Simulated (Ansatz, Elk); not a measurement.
# Bonding as seen by X-rays: HfMg3B2

The structure of HfMg3B2 used here is made up (a known structure type with other elements) and was relaxed beforehand with PBE. The aim is the Fourier transform of its all-electron density, F(hkl), set beside the sum over free spherical atoms that refinements use.

Main program and level: Elk 11.2.3 (patched build); DFT, PBE, all-electron APW+lo, Dirac cores, scalar-relativistic bands, static density, no spin.

This account leaves out most program logs.

The structure was built from a prototype and need not be the compound's stable phase.

## 1. The structure

It takes space group P6/mmm (No. 191, hexagonal). Conventional cell: a = 5.394 Å, b = 5.394 Å, c = 3.655 Å, α = 90.00°, β = 90.00°, γ = 120.00°. Nearest to Hf lie 6 B at 3.11 Å and 12 Mg at 3.26 Å. Mg has 4 B at 2.40 Å and 4 Mg at 2.70 Å and 4 Hf at 3.26 Å nearest. B has 6 Mg at 2.40 Å and 3 Hf at 3.11 Å and 3 B at 3.11 Å nearest. Farther neighbours are not listed.

## 2. Ground state and structure factors

An all-electron density is needed, since X-rays see the cores too. Task 0 finds the density and task 195 Fourier-transforms it; tshift is off so that phases refer to the origin typed.

Input file elk.in:

```
tasks
  0
  195

xctype
  20

spinpol
  .false.

rgkmax
  7.0

gmaxvr
  14.0

lmaxo
  7

lmaxapw
  8

swidth
  0.002

tshift
  .false.

ramdisk
  .false.

hmaxvr
  5.5

maxscl
  120

epspot
  1e-06

sppath
  './'

avec
  10.19332888954 0.00000000000 0.00000000000
  -5.09666444477 8.82768176747 -0.00000000000
  0.00000000000 0.00000000000 6.90741814400

atoms
  3
  'Hf.in'
  1
  0.0000000000 -0.0000000000 -0.0000000000   0.000000 0.000000 0.000000
  'Mg.in'
  3
  0.0000000000 0.5000000000 0.5000000000   0.000000 0.000000 0.000000
  0.5000000000 0.5000000000 0.5000000000   0.000000 0.000000 0.000000
  0.5000000000 -0.0000000000 0.5000000000   0.000000 0.000000 0.000000
  'B.in'
  2
  0.6666666667 0.3333333333 -0.0000000000   0.000000 0.000000 0.000000
  0.3333333333 0.6666666667 0.0000000000   0.000000 0.000000 0.000000

ngridk
  5 5 6
```

Run with:

```
$ OMP_NUM_THREADS=4 elk
```

Run time: 22 s. Hardware: 4 threads of AMD EPYC 9R14 (Zen 4), shared host; peak memory 0.23 GiB.

SFACRHO.OUT:

```text

h k l indices transformed by vhmat matrix:
   1.000000000       0.000000000       0.000000000    
   0.000000000       1.000000000       0.000000000    
   0.000000000       0.000000000       1.000000000    

      h      k      l  multipl.   |H|            Re(F)            Im(F)           |F|

      0      0      0      1   0.0000000       118.00000      0.14197363E-16   118.00000    
      0      1      0      6  0.71175938       52.718482      0.21564466E-14   52.718482    
      0      0     -1      2  0.90962863       43.153798     -0.32902786E-14   43.153798    
      0      1      1     12   1.1550003       68.374024     -0.32346699E-14   68.374024    
     -1     -1      0      6   1.2328034       58.923791      0.10701586E-14   58.923791    
     -2      2      0      6   1.4235188       82.498502      -0.0000000       82.498502    
     -1     -1      1     12   1.5320667       71.722316      0.15753569E-14   71.722316    
      0      2     -1     12   1.6893282       30.825180      0.10782233E-14   30.825180    
      0      0     -2      2   1.8192573       82.925231      0.57471887E-14   82.925231    
     -2     -1      0     12   1.8831383       45.471437     -0.18868908E-14   45.471437    
      0      1     -2     12   1.9535348       45.052876      -0.0000000       45.052876    
     -1     -2      1     24   2.0913235       58.419637     -0.59302281E-14   58.419637    
     -3      3      0      6   2.1352781       49.268114     -0.65625918E-14   49.268114    
     -1     -1      2     12   2.1976126       48.496005      0.39774236E-14   48.496005    
      2     -2     -2     12   2.3100006       69.693163      0.37737815E-14   69.693163    
     -3      0     -1     12   2.3209561       61.251996      0.58573769E-14   61.251996    
     -2      4      0      6   2.4656068       72.668480     -0.64163342E-14   72.668480    
      3      1      0     12   2.5662849       40.402045      -0.0000000       40.402045
```

Elk indexes on the primitive cell of elk.in and gives |H| = 4π sin θ/λ in inverse bohr. Below, one row stands for each form hkl of the conventional cell (m members, Friedel mates merged), F is for one primitive cell and the density is static (no thermal factor). Free-atom factors are Waasmaier and Kirfel's, and R is Σm||F|−|F'||/Σm|F|.

```csv
hkl,m,sin θ/λ (Å⁻¹),"abs F, DFT",neutral atoms,diff.
100,6,0.107,52.718,53.020,-0.301
001,2,0.137,43.154,43.022,+0.132
101,12,0.174,68.374,68.775,-0.401
110,6,0.185,58.924,58.630,+0.294
200,6,0.214,82.499,82.978,-0.480
111,12,0.230,71.722,71.953,-0.230
201,12,0.254,30.825,30.879,-0.054
002,2,0.274,82.925,83.427,-0.501
210,12,0.283,45.471,45.501,-0.029
102,12,0.294,45.053,44.974,+0.078
211,24,0.315,58.420,58.466,-0.046
300,6,0.321,49.268,49.289,-0.021
112,12,0.331,48.496,48.724,-0.228
202,12,0.347,69.693,69.713,-0.020
```

## 3. The highest occupied states alone

An energy window below the Fermi level keeps the highest occupied states, to see at which angles they scatter; shallow core shells can lie inside it and anion s states outside. No new self-consistency is needed.

Edit elk.in of step 2 so:

```diff
@@ -1,3 +1,2 @@
 tasks
-  0
   195
@@ -40,2 +39,5 @@
 
+wsfac
+  -0.147730 0.519760
+
 sppath
```

Run with:

```
$ OMP_NUM_THREADS=4 elk
```

It took 6.5 s on 4 threads; peak memory 0.16 GiB; 8.5 s of CPU time.

States within 10 eV below the Fermi level hold 16.00 electrons; any levels below the window count with the cores. Their amplitudes can exceed the total, where window and core parts have opposite phase:

```csv
hkl,sin θ/λ (Å⁻¹),"abs F, window","abs F, all"
100,0.107,1.302,52.718
001,0.137,3.107,43.154
101,0.174,0.844,68.374
110,0.185,2.485,58.924
200,0.214,0.876,82.499
111,0.230,1.003,71.722
201,0.254,0.195,30.825
002,0.274,0.105,82.925
210,0.283,0.107,45.471
102,0.294,0.023,45.053
```

## 4. Another functional

The difference from free atoms is small, so it is set against the change that LDA (Perdew-Wang) makes.

Edit elk.in of step 3 so:

```diff
@@ -1,2 +1,3 @@
 tasks
+  0
   195
@@ -4,3 +5,3 @@
 xctype
-  20
+  3
 
@@ -39,5 +40,2 @@
 
-wsfac
-  -0.147730 0.519760
-
 sppath
```

Run with:

```
$ OMP_NUM_THREADS=4 elk
```

It took 12 s on 4 threads; peak memory 0.18 GiB.

Against the first run R = 0.04 %; the largest change is -0.062 at 202.

## 5. Basis size

The basis and the expansions that go with it are enlarged, to see whether the differences are converged.

Edit elk.in of step 4 so:

```diff
@@ -5,3 +5,3 @@
 xctype
-  3
+  20
 
@@ -11,12 +11,12 @@
 rgkmax
-  7.0
+  8.5
 
 gmaxvr
-  14.0
+  18.0
 
 lmaxo
-  7
+  9
 
 lmaxapw
-  8
+  10
```

Run with:

```
$ OMP_NUM_THREADS=4 elk
```

It took 47 s on 4 threads; peak memory 0.43 GiB; 2 min of CPU time.

Against the first run R = 0.00 %; the largest change is -0.005 at 004.

## 6. Settings against the effect

```csv
run,R against the first run (%),"R against neutral atoms, low angle (%)",wall time
"PBE, rgkmax 7",0.00,0.38,22 s
LDA (Perdew-Wang),0.04,0.37,12 s
rgkmax 8.5 with larger expansions,0.00,0.38,47 s
```

## 7. Results

| Item | Value |
| --- | --- |
| R against neutral atoms, sin θ/λ < 0.3 Å⁻¹ | 0.38 % |
| R against neutral atoms, 0.3 to 0.82 Å⁻¹ | 0.19 % |

What this shows: Independent neutral atoms miss the calculated amplitudes by R = 0.38 % below 0.3 Å⁻¹ and 0.19 % from there to 0.82 Å⁻¹; by shells, 0.51 % below 0.15 Å⁻¹ (2 forms), 0.37 % 0.15 to 0.3 (8 forms), 0.12 % 0.3 to 0.45 (15 forms), 0.20 % above 0.45 (89 forms). Bonding, aspherical density and the tables' own atoms all enter these figures, and the runs don't part them. The largest change of an amplitude is -0.50 electrons, at 002. The window's part falls from 16.0 electrons at the origin to at most 0.21 between 0.45 and 0.82 Å⁻¹. Below 0.3 Å⁻¹ the changes that finished (LDA (Perdew-Wang) and rgkmax 8.5 with larger expansions) move F by R = 0.02 % at most, against the 0.38 % that separates it from free atoms. The k-mesh has no finished test. Spin-orbit coupling is left out, which can matter for elements this heavy. Part of the difference isn't bonding: the tables are fits to free atoms and ions calculated by other methods than this functional. Thermal motion, anomalous dispersion and extinction are left out.

[Logs are printed without paths, hosts, clocks, repeated set-up lines and the standing remarks that a program may print on its own settings, such as how far it seeks lower states.]

[Hosts, paths, dates, database ids (printed as entryN), source tags and the programs' standing remarks are cut or masked in the printed files.]
